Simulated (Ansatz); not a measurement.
# How fast states decay through NaCaF3, part 3 of 3

A new crystal, NaCaF3: structure, gap and complex bands. It is built by putting Na for K, Ca for Mg in the KMgF3 structure of space group Pm-3m, with the volume rescaled by atomic radii. The parent structure comes from the Materials Project.

Ansatz 0.2.0; LDA DFT, plane waves, PAW files (the session's first sound run).

So far, gap on path (eV): step 3 (band edges, LDA) 5.04; step 6 (LDA JTH, cutoff 1500 eV) 5.02. The relaxed cell has a = 4.297 Å (conventional setting).

The structure was built from a prototype and need not be the compound's stable phase.

### Step 7. Complex bands at another level, cutoff 1500 eV

This step: LDA DFT, plane waves, JTH PAW files; complex bands by layer matching along the plane's normal (Ansatz 0.2.0).

The complex bands at that level, over its own gap, at (0, 0) and (-0.5, -0.5).

input.yaml

```yaml
crystal:
  lattice:
    - [4.297224685, 0.0, 0.0]
    - [0.0, 4.297224685, 0.0]
    - [0.0, 0.0, 4.297224685]
  atoms:
    - { symbol: Na, position: [0.5, 0.5, 0.5] }
    - { symbol: Ca, position: [0.0, 0.0, 0.0] }
    - { symbol: F, position: [0.0, 0.5, 0.0] }
    - { symbol: F, position: [0.0, 0.0, 0.5] }
    - { symbol: F, position: [0.5, 0.0, 0.0] }
kpoints:
  mp_grid: { grid: [6, 6, 6] }
scf:
  occupations: { method: fixed }
hamiltonian:
  xc: lda
  pseudopotentials: { kind: paw, source: jth }
output:
  eigenvalues: true
  transmission:
    leads: [[0, 0]]
    kpoints: [[0.0, 0.0], [-0.5, -0.5]]
    e_range: [-1.0, 6.02]
    de: 0.12
```

On the command line:

```sh
> ansatz run input.yaml --threads 2 --pin off --max-ram 4096MiB --backend cpu --events-out ev --progress --plain --runs-dir out
```

The log of the run:

```text
[...]
Crystal: 5 atoms, lattice volume = 79.353 Å³
Basis set: ecut = 1500 eV, 10443 PW (Γ)
Bands: 25, of which v1, the nominal top of the filled ones, is band 20 counted from 1 (19 counted from 0)
Symmetry: 48 space group operations
[...]
k-points: 20 of 216
[...]
SCF iter   1: F=—  HF=-5632.090099 eV  |F-HF|=—  |Δ(HF+E_count)|=         —  Δρ=1.66e-1  dr2=2.07e1  ethr=3.10e-3  ⟨swp⟩=4.5  Hψ=2193  notcnv=0  defer=46
[...]
SCF iter  10: F=-5625.352834 eV  HF=-5625.352834 eV  |F-HF|=2.19e-9  |Δ(HF+E_count)|=   1.52e-8  Δρ=1.65e-6  dr2=2.34e-9  ethr=2.50e-10  ⟨swp⟩=10.2  Hψ=2459  notcnv=0
SCF 1 converged in 10 iterations: F = -5625.352834 eV  dr2 = 2.34e-9
[...]
transmission: 10 of 20 steps passed
transmission: 20 of 20 steps passed
SCF converged after 10 iterations
Free energy (F): -5625.352834 eV
[...]
Internal energy: -5625.352834 eV  (E = F + TS)
E sigma→0 (E₀):  -5625.352834 eV
Fermi energy:    0.490400 eV
[...]
--- Band table (eV; the first three rows and the last of 20) ---
  k-point 0: bands = [... 16 lower, 0.0259, 0.3822, 0.3822, 0.3822, 5.5151, 9.9877, 9.9877, 9.9877, ... 1 higher]
  k-point 1: bands = [... 16 lower, -0.0073, 0.0389, 0.3631, 0.3631, 5.8757, 10.0271, 10.1203, 10.1203, ... 1 higher]
  k-point 2: bands = [... 16 lower, -0.1554, -0.0725, 0.3375, 0.3375, 6.7928, 9.6796, 10.1090, 10.3686, ... 1 higher]
  k-point 19: bands = [... 16 lower, -1.0370, 0.4904, 0.4904, 0.4904, 9.0270, 10.6367, 10.6367, 10.6367, ... 1 higher]
--- Transmission ---
  basis      : 577 plane waves across, 10 finite elements along
  points     : 2, as listed
[...]
crystal 0  : Ca1F3Na1, at the sites [0, 0], period 4.2972 Å: whole cells are its period
[...]
channels       : 0.000000e0 a spin
[...]
slowest decay  : 0.4341 /Å at (0.0000, 0.0000)
```

Elapsed: 6.3 min, on 2 threads of Arm Neoverse V2, shared host; peak memory 3.1 GiB; 12 min of CPU time.

This step gave:

- level to which the leads are filled: 2.512 eV from the Fermi level
- decay constant at the filling level, zone centre: 0.4341 Å⁻¹
- decay constant at the filling level, slowest listed point: 0.4341 Å⁻¹

K parallel (0, 0); values up to 1.5 1/Å, a degenerate pair printed once or twice; energies at which all values exceed this have no row. Im kz of the slowest decaying states against energy, zero at the highest filled level on the SCF mesh:

```
energy (eV)  decay 1 (Å⁻¹)  decay 2 (Å⁻¹)  decay 3 (Å⁻¹)  decay 4 (Å⁻¹)
     -1.000          0.192          0.641           1.11              -
     -0.520          0.456           1.36           1.37              -
     -0.040         0.0999          0.328          0.566          0.608
      0.440          0.263          0.592          0.618          0.745
      1.040          0.351          0.647          0.698          0.827
      1.520          0.393          0.653          0.744          0.865
      2.000          0.420          0.648          0.773          0.889
      2.480          0.434          0.638          0.791          0.903
      2.960          0.434          0.624          0.800          0.910
      3.440          0.415          0.610          0.803          0.912
      4.040          0.356          0.598          0.799          0.908
      4.520          0.269          0.592          0.791          0.900
      5.000         0.0620          0.588          0.778          0.888
      5.480          0.583          0.762          0.873           1.24
```

K parallel (-0.5, -0.5); values up to 1.5 1/Å, a degenerate pair printed once or twice; energies at which all values exceed this have no row. Table of Im kz of the slowest decaying states by energy, zero at the highest filled level on the SCF mesh:

```
energy (eV)  decay 1 (Å⁻¹)  decay 2 (Å⁻¹)  decay 3 (Å⁻¹)  decay 4 (Å⁻¹)
     -1.000          0.782           1.12           1.26           1.32
     -0.520          0.866           1.20           1.21           1.36
     -0.040          0.200          0.722          0.913           1.12
      0.440          0.312          0.558          0.941          0.991
      1.040          0.392          0.853          0.961           1.32
      1.520          0.435          0.886          0.967           1.32
      2.000          0.468          0.905          0.968           1.33
      2.480          0.493          0.915          0.964           1.32
      2.960          0.513          0.918          0.956           1.32
      3.440          0.528          0.916          0.945           1.31
      4.040          0.541          0.906          0.926           1.29
      4.520          0.547          0.894          0.908           1.28
      5.000          0.551          0.877          0.889           1.26
      5.480          0.552          0.856          0.867           1.24
```

At the listed wavevectors the last open channel is at -0.04 eV and the next at +5.12 eV on the grid. At +2.48 eV, the grid energy nearest the filling level (the middle of the gap on the SCF mesh), the slowest state at the listed wavevectors decays with κ = 0.434 Å⁻¹, its amplitude falling by e over 2.3 Å; the first such run, plane (001), gave 0.435 Å⁻¹ over as many of its listed wavevectors.

### Step 8. Summary of results

* band gap: 5.04 eV
* least decay constant at mid-gap, normal to (001): 0.435 Å⁻¹
* least decay constant on a mesh, normal to (001): 0.435 Å⁻¹
* least decay constant, JTH files: 0.434 Å⁻¹

**Reading.** With LDA, the slowest decay at the wavevectors tried is κ = 0.435 Å⁻¹, normal to (001). Through such a film the transmission near mid-gap falls as exp(−2κd), a factor of ten every 2.6 Å. A free electron under a barrier of half the gap would need a mass of 0.29 mₑ to decay at this rate. With JTH files the gap goes from 5.04 to 5.02 eV and the decay constant, over the first 2 listed wavevectors, from 0.435 to 0.434 Å⁻¹. The compound is made up by substitution; its stability against other phases and against distortions of the cell's symmetry was not tested. A semilocal functional narrows gaps, so real decay constants are likely larger.

[Logs are printed without paths, hosts, clocks, repeated set-up lines and the standing remarks that a program may print on its own settings, such as how far it seeks lower states.]

[Hosts, paths, dates, database ids (printed as entryN), source tags and the programs' standing remarks are cut or masked in the printed files.]
